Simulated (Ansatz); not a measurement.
# Elastic response of glassy 85SiO2-15Na2O (mol %) (141 atoms), part 2 of 3

Aim: relax glassy 85SiO2-15Na2O (mol %) (141 atoms), then change its volume and shape to read moduli from the stress.

Ansatz 0.2.0; Kohn-Sham DFT, PBEsol, PAW (set soft_2), plane waves.

The cell: 40 Si, 14 Na and 87 O. The quench rate of 100 K/ps is many orders above laboratory rates. The network of bonds at the start is that of the classical potential that made the cell. The Brillouin zone is sampled at Γ only.

So far. Step 2 (Single point at the start): The r.m.s. force at the start is 1.4 eV/Å. Step 3 (Cell and atoms relaxed): The relaxation converged after 30 steps, with a largest force component of 0.030 eV/Å.

## Step 4: Single point at the relaxed geometry

One more single point at the end of the walk gives the fuller output and checks the residual forces.

File input.yaml:

```yaml
crystal:
  lattice:
    - [12.16203, 0.05239, 0.08075]
    - [0.05239, 12.32112, 0.09934]
    - [0.08075, 0.09934, 12.48313]
  atoms:
    - { symbol: Si, position: [0.97112, 0.46548, 0.0444] }
    - { symbol: Si, position: [0.23506, 0.33988, 0.78838] }
    - { symbol: Si, position: [0.32002, 0.30323, 0.07591] }
    - { symbol: Si, position: [0.89907, 0.47943, 0.63431] }
    - { symbol: Si, position: [0.04597, 0.67057, 0.56702] }
    - { symbol: Si, position: [0.95009, 0.77021, 0.13751] }
    [... 129 atom lines left out ...]
    - { symbol: O, position: [0.39671, 0.15784, 0.3649] }
    - { symbol: O, position: [0.9927, 0.34385, 0.00664] }
    - { symbol: O, position: [0.1792, 0.19328, 0.3525] }
    - { symbol: O, position: [0.34873, 0.86997, 0.59058] }
    - { symbol: O, position: [0.78732, 0.24357, 0.66941] }
    - { symbol: O, position: [0.89848, 0.47088, 0.15581] }
kpoints:
  mp_grid: { grid: [1, 1, 1] }
hamiltonian:
  xc: pbesol
scf:
  occupations: { method: fixed }
output:
  forces: true
  stress: true
  populations: intrinsic
  dos:
    method: { smearing: { sigma: 0.15 } }
    de: 0.1
    projected: { site_lists: { Na: [Na], O: [O], Si: [Si] } }
  eigenvalues: true
  write_density: true
  write_potential: true
  volumetric_format: npy
```

Launch:

```bash
$ ansatz run input.yaml --threads 4 --pin off --max-ram 8192MiB --backend cpu --events-out ev --progress --plain --runs-dir out
```

Standard output:

```text
[...]
Crystal: 141 atoms, lattice volume = 1870.361 Å³
Basis set: ecut = 420 eV, 36559 PW (Γ), exchange–correlation on 180×180×180 points (8 copies of the dense FFT grid, shifted against one another)
Bands: 545, of which v1, the nominal top of the filled ones, is band 404 counted from 1 (403 counted from 0)
Symmetry: 1 space group operations
[...]
k-points: 1
[...]
SCF iter   1: F=—  HF=-94466.996575 eV  |F-HF|=—  |Δ(HF+E_count)|=         —  Δρ=1.14e-2  dr2=1.92e0  ethr=1.77e-3  ⟨swp⟩=4.0  Hψ=2103  notcnv=0  defer=134
[...]
SCF iter  10: F=-94466.439917 eV  HF=-94466.439917 eV  |F-HF|=2.29e-8  |Δ(HF+E_count)|=   4.26e-8  Δρ=1.21e-6  dr2=2.97e-8  ethr=1.24e-11  ⟨swp⟩=8.0  Hψ=3081  notcnv=0
SCF 1 converged in 10 iterations: F = -94466.439917 eV  dr2 = 2.97e-8
[...]
WARN: The input density's exchange-correlation potential varies sharply where the density is thin. Do not read a vacuum level from v_tot or v_xc, or from such a field of the output density. On a cell that repeats whose density bears no net charge and no dipole along the vacuum's axis use v_es (v_loc + v_h of the components); [...]
SCF converged after 10 iterations
Free energy (F): -94466.439917 eV
[...]
Internal energy: -94466.439917 eV  (E = F + TS)
E sigma→0 (E₀):  -94466.439917 eV
Fermi energy:    3.807088 eV
[...]
--- Forces (eV/Å), atoms counted from 1 ---
  atom   1  Si    -0.00279956     0.00803698    -0.00161711
  atom   2  Si     0.00680321    -0.01253091    -0.00952462
  atom   3  Si    -0.00069863    -0.00271877    -0.00126515
  atom   4  Si     0.00934524    -0.00008586    -0.00180789
  atom   5  Si     0.01357385    -0.00453823    -0.00925255
  atom   6  Si     0.00723916     0.00127552    -0.00008652
  atom   7  Si    -0.00008009     0.01033394    -0.00526256
  atom   8  Si     0.00486380     0.00061207    -0.00038027
  atom   9  Si    -0.02467986     0.00457477     0.00262988
  atom  10  Si     0.00079174    -0.01048715    -0.00685903
  atom  11  Si    -0.01140143    -0.01238225    -0.00603756
  atom  12  Si     0.00212361    -0.00362528    -0.00877448
  atom  13  Si     0.00346002    -0.01145566     0.00275628
  atom  14  Si     0.01065154    -0.00035509     0.00372170
[...]
atom 140  O     -0.00274730     0.00243674     0.00063707
  atom 141  O     -0.00355321    -0.00418314    -0.00599294
  max |Σ_I F_I| component: 1.66e-4 eV/Å
--- Stress (GPa, compression-positive) ---
       -0.026752       0.002650       0.010691
        0.002649      -0.018973       0.007210
        0.010692       0.007210      -0.002244
  P = ⅓ Tr σ = -0.0160 GPa (-0.160 kbar)
--- Band table (eV) ---
[...]
--- intrinsic populations: 141 sites ---
  site symbol       q [e]
     0     Si      2.2639
     1     Si      2.2591
     2     Si      2.2783
[...]
140      O      6.8717
  spilling = -0.000000 (of n_electrons = 808.000000)
```

Run time: 58 s. Hardware: 4 threads of Arm Neoverse V1, shared host; peak memory 2.9 GiB; 3.8 min of CPU time.

The program notes that the exchange-correlation potential is rough where the density is thin.

The run gave:

| Item | Value |
| --- | --- |
| free energy | -94466.4399 eV |
| free energy per atom | -669.9748 eV/atom |
| SCF cycles | 10 |
| pressure | -0.01599 GPa |
| r.m.s. force component | 0.00579 eV/Å |
| longest force | 0.03041 eV/Å |
| Fermi energy | 3.807 eV |
| gap (highest filled to lowest empty level) | 3.453 eV |

Intrinsic-atomic-orbital charges by element and coordination:

```csv
element,coordination,atoms,mean charge (e),spread,least,most
Na,all,14,0.805,0.0142,0.773,0.826
Na,3,2,0.815,0.003,0.812,0.818
Na,4,2,0.801,0.0114,0.790,0.813
Na,5,6,0.803,0.018,0.773,0.826
Na,6,2,0.808,0.008,0.800,0.816
Na,7,2,0.801,0.0102,0.791,0.811
O,all,87,-0.905,0.0628,-1.08,-0.855
O,2,46,-0.873,0.0088,-0.889,-0.855
O,3,26,-0.907,0.0519,-1.08,-0.872
O,4,13,-1.00,0.074,-1.08,-0.895
O,5,2,-0.988,0.0672,-1.05,-0.920
Si,all,40,1.69,0.05,1.55,1.74
Si,4,38,1.69,0.0498,1.55,1.74
Si,5,2,1.64,0.0167,1.62,1.65
```

Density of states as counts of states in windows of 1 eV (from the Fermi level), total and the larger projections:

```csv
from (eV),to (eV),total,O p,Si p
-10,-9,19.4,13.1,1.4
-9,-8,23.6,16.5,2.7
-8,-7,41.7,31.1,7.7
-7,-6,39.0,30.1,7.5
-6,-5,35.3,28.2,4.5
-5,-4,77.0,66.0,5.6
-4,-3,97.9,88.9,3.9
-3,-2,93.8,88.4,2.0
-2,-1,49.0,46.2,1.1
-1,0,29.9,28.3,0.7
0,1,1.5,1.4,0.0
1,3,0.0,0.0,0.0
3,4,2.0,0.0,0.1
4,5,7.9,0.7,1.0
```

With fixed occupations the program's Fermi level is the highest filled level; weight inside the gap is the broadening of levels at its edges.

Between -26 and -10 eV lie 272 more states.

The levels nearest the highest filled one (over half full), pooled over k-points and spins:

```csv
level less the highest filled one (eV),occupation
-0.544,2
-0.320,2
-0.262,2
-0.236,2
-0.0941,2
0,2
3.45,0
4.73,0
4.84,0
4.88,0
4.93,0
5.02,0
```

Electrostatic potential energy in the bc plane at fractional x = 0.267, with atoms of Si and Na and O within 0.2 Å of it. With pseudopotentials it is smooth inside the atoms' cores, unlike the true potential.

Ten even steps from '0' (-43 eV) to '9' (10 eV), each cell a mean:
```
98877876899999999983138999999999999
99888999999999999974347899999999999
96458899999889987740004799999999999
97446789987556620241004799999888899
98766788874002410376567899998522689
99887889874103777899999999998400489
99999999998667899999999999998755789
99999999999989999999999889999999999
99999999999988899999987557899999999
89999999998743578999985116899999998
87789999866510156799998668999999999
51038777312532368999999999999888999
62134114545887789999999999998778899
98861001689999999999999999998888999
99974214789998889999999999999999999
99998778999885368999999999999999999
99999999999860017999999999999999999
99999999999974358998789999999965899
99999999999998889983138999999500389
99999999999999999885469999999732589
99999999887775578756799999999998899
99999988753342367534789999999999999
99988621353467788765579999999999999
98877400377789999971028999999999999
```
Columns run along b (12.3 Å; values clipped at the 3rd and 97th percentile), rows up along c (12.5 Å). Atoms in or near the plane, at fractional coordinates: Si at (0.17, 0.43), Si at (0.58, 0.87), Na at (0.40, 0.30), Na at (0.88, 0.77), O at (0.46, 0.83), O at (0.88, 0.21), O at (0.05, 0.50), O at (0.20, 0.03), O at (0.58, 0.00).

Valence density in the bc plane at fractional x = 0.267, with atoms of Si and Na and O within 0.2 Å of it. It is the smooth field of the valence electrons, not physical close to the nuclei.

Ten steps, logarithmic in the rise over the least value, from '0' (0 e/Å³) to '9' (14 e/Å³), each cell a mean:
```
11122344321000000146764100000000000
12332111100000011123432100000000000
24653210111111234332112210000000001
24554212222223577642123321000121101
12332223343213577642223321001588510
11221112333212344321011110002699620
12221001112222111000000000000255310
12321000001222100000000000000011001
11110000001222211100003552000111110
11110000112222233321015884101122111
34431112455421345431002552000121112
57763224676532233321000110000121112
57764223565421111100000000001232112
23332112322110000000000000000111001
00112222210000100000000000000000000
00001222100025651000000000000000000
00000111100149983011110000000111100
00000000000026762124542100001355421
00000000000001111246763100002578641
00000000011122221235653100002467531
10000001111245542223321000000123221
11001233322356653222221000000000112
21112577642234432235542100000000112
11113578642111111247874100000000011
```
Columns run along b (12.3 Å), rows up along c (12.5 Å). Atoms in or near the plane, at fractional coordinates: Si at (0.17, 0.43), Si at (0.58, 0.87), Na at (0.40, 0.30), Na at (0.88, 0.77), O at (0.46, 0.83), O at (0.88, 0.21), O at (0.05, 0.50), O at (0.20, 0.03), O at (0.58, 0.00).

Filled and empty levels are parted by 3.45 eV (at Γ alone); a semilocal functional tends to put such gaps too low. In a disordered cell it changes from sample to sample, and tail or defect levels can set it. Mean intrinsic-atomic-orbital charges: Na +0.81, O -0.91, Si +1.69 e.

## Step 5: Volume -3 %

The relaxed cell is scaled evenly and the atoms are relaxed again; the stress at the end gives one point of P(V).

input.yaml, the sections that differ from step 4:

```yaml
crystal:
  lattice:
    - [12.03917, 0.05186, 0.07993]
    - [0.05186, 12.19666, 0.09834]
    - [0.07993, 0.09834, 12.35703]
  atoms:
    [... the 141 atom lines of step 4 ...]
output:
  forces: true
  eigenvalues: true
  stress: true
relax:
  f_tol: 0.05
  max_steps: 70
# kpoints, hamiltonian, scf: as in step 4
```

Standard output:

```text
Warning: output.stress: scf.convergence.dr2_threshold = 1e-7 eV (the SCF's general default) is looser than the 1.08e-8 eV advised for a printed stress (1e-10 eV for each atom of the cell: 141, of which 108 are counted). What an SCF threshold leaves in a stress goes as its square root, and in the free energy as the threshold itself, and one threshold admits the most on a small cell: [...]
[...]
Crystal: 141 atoms, lattice volume = 1814.251 Å³
Basis set: ecut = 420 eV, 35463 PW (Γ), exchange–correlation on 162×180×180 points (8 copies of the dense FFT grid, shifted against one another)
Bands: 545, of which v1, the nominal top of the filled ones, is band 404 counted from 1 (403 counted from 0)
Symmetry: 1 space group operations
[...]
k-points: 1
[...]
SCF iter   1: F=—  HF=-94466.106444 eV  |F-HF|=—  |Δ(HF+E_count)|=         —  Δρ=1.15e-2  dr2=1.85e0  ethr=1.77e-3  ⟨swp⟩=4.0  Hψ=2127  notcnv=0  defer=134
[...]
SCF iter   6: F=—  HF=-94465.569658 eV  |F-HF|=—  |Δ(HF+E_count)|=   1.10e-4  Δρ=4.49e-5  dr2=3.69e-5  ethr=3.69e-8  ⟨swp⟩=2.0  Hψ=803  notcnv=0  defer=139
SCF iter   7: F=-94465.569673 eV  HF=-94465.569673 eV  |F-HF|=1.87e-7  |Δ(HF+E_count)|=   1.55e-5  Δρ=2.01e-5  dr2=6.66e-6  ethr=4.57e-9  ⟨swp⟩=16.0  Hψ=3244  notcnv=0
SCF 1 converged in 7 iterations: F = -94465.569673 eV  dr2 = 6.66e-6
[...]
relax step   1: F+E_penalty+E_count = -94465.56967323 eV  Δ(F+E_penalty+E_count) = +0.000e0 eV  max|allowed force component| = 6.692e-1 eV/Å  Δτ_max = 0.0000 Å  (7 SCF iters, dr2 threshold 6.25e-5 eV, accepted)
[...]
relax step   2: F+E_penalty+E_count = -94465.90002945 eV  Δ(F+E_penalty+E_count) = -3.304e-1 eV  max|allowed force component| = 3.328e-1 eV/Å  Δτ_max = 0.0319 Å  (6 SCF iters, dr2 threshold 2.80e-5 eV, accepted)
[...]
relax step   3: F+E_penalty+E_count = -94466.13742732 eV  Δ(F+E_penalty+E_count) = -2.374e-1 eV  max|allowed force component| = 1.815e-1 eV/Å  Δτ_max = 0.0528 Å  (7 SCF iters, dr2 threshold 6.92e-6 eV, accepted)
relax step   4: F+E_penalty+E_count = -94465.96810861 eV  Δ(F+E_penalty+E_count) = +1.693e-1 eV  max|allowed force component| = 6.819e-1 eV/Å  Δτ_max = 0.2000 Å  (8 SCF iters, dr2 threshold 8.15e-6 eV, rejected (line search))
relax step   5: F+E_penalty+E_count = -94466.18509213 eV  Δ(F+E_penalty+E_count) = -4.766e-2 eV  max|allowed force component| = 7.670e-2 eV/Å  Δτ_max = 0.0493 Å  (10 SCF iters, accepted)
[...]
relax step   6: F+E_penalty+E_count = -94466.19654168 eV  Δ(F+E_penalty+E_count) = -1.145e-2 eV  max|allowed force component| = 4.916e-2 eV/Å  Δτ_max = 0.0776 Å  (9 SCF iters, accepted)
SCF converged after 9 iterations
Free energy (F): -94466.196542 eV
[...]
Internal energy: -94466.196542 eV  (E = F + TS)
E sigma→0 (E₀):  -94466.196542 eV
Fermi energy:    4.063641 eV
[...]
Σ components = -94466.196542   (vs F -94466.196542, Δ=0.00e0)
--- Forces (eV/Å), atoms counted from 1 ---
  atom   1  Si     0.00528147     0.01339453    -0.00931887
  atom   2  Si    -0.00169298     0.00750699     0.00690477
  atom   3  Si     0.01657187    -0.00332569    -0.01145852
  atom   4  Si    -0.00934964    -0.00941587     0.01885209
[...]
atom 141  O     -0.00962817     0.00142089     0.00766356
  max |Σ_I F_I| component: 9.14e-5 eV/Å
--- Stress (GPa, compression-positive) ---
        1.341879      -0.023632      -0.160678
       -0.023633       1.483613       0.036723
       -0.160677       0.036724       1.510158
  P = ⅓ Tr σ = 1.4452 GPa (14.452 kbar)
--- Band table (eV) ---
[...]
--- Relaxed structure (6 steps of the walk, 5 accepted, 0 SCFs on fresh bases) ---
  F+E_penalty+E_count = -94466.19654168 eV   max|allowed force component| = 4.916e-2 eV/Å
  atoms:
    - { symbol: Si, position: [0.967575, 0.464659, 0.041556] }
    - { symbol: Si, position: [0.233644, 0.338684, 0.788856] }
    - { symbol: Si, position: [0.320021, 0.302982, 0.075346] }
    - { symbol: Si, position: [0.901919, 0.479051, 0.637392] }
[...]
- { symbol: O, position: [0.893377, 0.468320, 0.153459] }
```

The job ended after 3.8 min (4 threads; peak memory 2.8 GiB).

The program notes that the SCF threshold is loose for the stress.

The relaxation converged after 6 steps, 0.627 eV below its start, with a largest force component of 0.049 eV/Å.

Volume -3 %: the energy stands 0.243 eV above that of the reference, at a pressure of 1.45 GPa.

## Step 6: Volume +3 %

The relaxed cell is scaled to another volume.

input.yaml, the sections that differ from step 5:

```yaml
crystal:
  lattice:
    - [12.28245, 0.05291, 0.08155]
    - [0.05291, 12.44312, 0.10032]
    - [0.08155, 0.10032, 12.60673]
  atoms:
    [... the 141 atom lines of step 4 ...]
# kpoints, hamiltonian, scf, output, relax: as in step 5
```

Standard output:

```text
[...]
Crystal: 141 atoms, lattice volume = 1926.471 Å³
Basis set: ecut = 420 eV, 37639 PW (Γ), exchange–correlation on 180×180×180 points (8 copies of the dense FFT grid, shifted against one another)
Bands: 545, of which v1, the nominal top of the filled ones, is band 404 counted from 1 (403 counted from 0)
Symmetry: 1 space group operations
[...]
k-points: 1
[...]
SCF iter   1: F=—  HF=-94466.212594 eV  |F-HF|=—  |Δ(HF+E_count)|=         —  Δρ=1.14e-2  dr2=1.99e0  ethr=1.77e-3  ⟨swp⟩=4.0  Hψ=2100  notcnv=0  defer=134
[...]
SCF iter   6: F=—  HF=-94465.642277 eV  |F-HF|=—  |Δ(HF+E_count)|=   1.37e-4  Δρ=4.77e-5  dr2=4.35e-5  ethr=3.60e-8  ⟨swp⟩=2.0  Hψ=905  notcnv=0  defer=139
SCF iter   7: F=-94465.642296 eV  HF=-94465.642297 eV  |F-HF|=1.19e-6  |Δ(HF+E_count)|=   2.04e-5  Δρ=2.31e-5  dr2=9.26e-6  ethr=5.38e-9  ⟨swp⟩=16.0  Hψ=3486  notcnv=0
SCF 1 converged in 7 iterations: F = -94465.642296 eV  dr2 = 9.26e-6
[...]
relax step   1: F+E_penalty+E_count = -94465.64229598 eV  Δ(F+E_penalty+E_count) = +0.000e0 eV  max|allowed force component| = 5.984e-1 eV/Å  Δτ_max = 0.0000 Å  (7 SCF iters, dr2 threshold 6.25e-5 eV, accepted)
[...]
relax step   2: F+E_penalty+E_count = -94465.94217059 eV  Δ(F+E_penalty+E_count) = -2.999e-1 eV  max|allowed force component| = 3.102e-1 eV/Å  Δτ_max = 0.0334 Å  (6 SCF iters, dr2 threshold 2.24e-5 eV, accepted)
[...]
relax step   3: F+E_penalty+E_count = -94466.14808625 eV  Δ(F+E_penalty+E_count) = -2.059e-1 eV  max|allowed force component| = 1.611e-1 eV/Å  Δτ_max = 0.0506 Å  (7 SCF iters, dr2 threshold 6.01e-6 eV, accepted)
relax step   4: F+E_penalty+E_count = -94466.11574800 eV  Δ(F+E_penalty+E_count) = +3.234e-2 eV  max|allowed force component| = 3.654e-1 eV/Å  Δτ_max = 0.2000 Å  (8 SCF iters, dr2 threshold 6.98e-6 eV, rejected (line search))
relax step   5: F+E_penalty+E_count = -94466.19175642 eV  Δ(F+E_penalty+E_count) = -4.367e-2 eV  max|allowed force component| = 6.716e-2 eV/Å  Δτ_max = 0.0922 Å  (9 SCF iters, accepted)
[...]
relax step   6: F+E_penalty+E_count = -94466.19527359 eV  Δ(F+E_penalty+E_count) = -3.517e-3 eV  max|allowed force component| = 4.829e-2 eV/Å  Δτ_max = 0.0230 Å  (7 SCF iters, accepted)
SCF converged after 7 iterations
Free energy (F): -94466.195274 eV
[...]
Internal energy: -94466.195274 eV  (E = F + TS)
E sigma→0 (E₀):  -94466.195274 eV
Fermi energy:    3.575112 eV
[...]
Σ components = -94466.195274   (vs F -94466.195274, Δ=0.00e0)
--- Forces (eV/Å), atoms counted from 1 ---
  atom   1  Si     0.02871438     0.01435277     0.01036156
  atom   2  Si    -0.02104939     0.00297067    -0.00467905
  atom   3  Si     0.01183895     0.01554899     0.01712584
  atom   4  Si     0.00529814    -0.00221350    -0.01069490
[...]
atom 141  O     -0.01242791    -0.00303960     0.00363472
  max |Σ_I F_I| component: 1.73e-4 eV/Å
--- Stress (GPa, compression-positive) ---
       -1.219150       0.045687       0.173230
        0.045686      -1.312949      -0.008871
        0.173230      -0.008871      -1.401505
  P = ⅓ Tr σ = -1.3112 GPa (-13.112 kbar)
--- Band table (eV) ---
[...]
--- Relaxed structure (6 steps of the walk, 5 accepted, 0 SCFs on fresh bases) ---
  F+E_penalty+E_count = -94466.19527359 eV   max|allowed force component| = 4.829e-2 eV/Å
  atoms:
    - { symbol: Si, position: [0.973541, 0.466034, 0.046718] }
    - { symbol: Si, position: [0.236373, 0.341080, 0.787941] }
    - { symbol: Si, position: [0.321758, 0.302874, 0.075885] }
    - { symbol: Si, position: [0.896354, 0.479696, 0.631382] }
[...]
- { symbol: O, position: [0.902026, 0.473247, 0.157302] }
```

The job ended after 3.9 min (4 threads; peak memory 2.9 GiB).

The relaxation converged after 6 steps, 0.553 eV below its start, with a largest force component of 0.048 eV/Å.

Volume +3 %: the energy stands 0.245 eV above that of the reference, at a pressure of -1.31 GPa.

## Step 7: Volume -6 %

The relaxed cell is scaled to another volume.

Input and log are left out; they have the form of those shown for this kind of step.

Elapsed: 6.9 min, on 4 threads of Arm Neoverse V1, shared host; peak memory 2.6 GiB; 27 min of CPU time.

The relaxation converged after 11 steps, 2.69 eV below its start, with a largest force component of 0.045 eV/Å.

Volume -6 %: the energy stands 0.997 eV above that of the reference, at a pressure of 2.91 GPa.

## Step 8: Volume +6 %

The relaxed cell is scaled to another volume.

Input and log are left out; they have the form of those shown for this kind of step.

Elapsed: 6.2 min, on 4 threads of Arm Neoverse V1, shared host; peak memory 3 GiB.

The relaxation converged after 9 steps, 2.14 eV below its start, with a largest force component of 0.030 eV/Å.

Volume +6 %: the energy stands 0.881 eV above that of the reference, at a pressure of -2.37 GPa.

(Part 2 of 3 ends here.)

[Long decimals in the printed logs are rounded to 6 places.]

[Logs are printed without paths, hosts, clocks, repeated set-up lines and the standing remarks that a program may print on its own settings, such as how far it seeks lower states.]

[Hosts, paths, dates, database ids (printed as entryN), source tags and the programs' standing remarks are cut or masked in the printed files.]
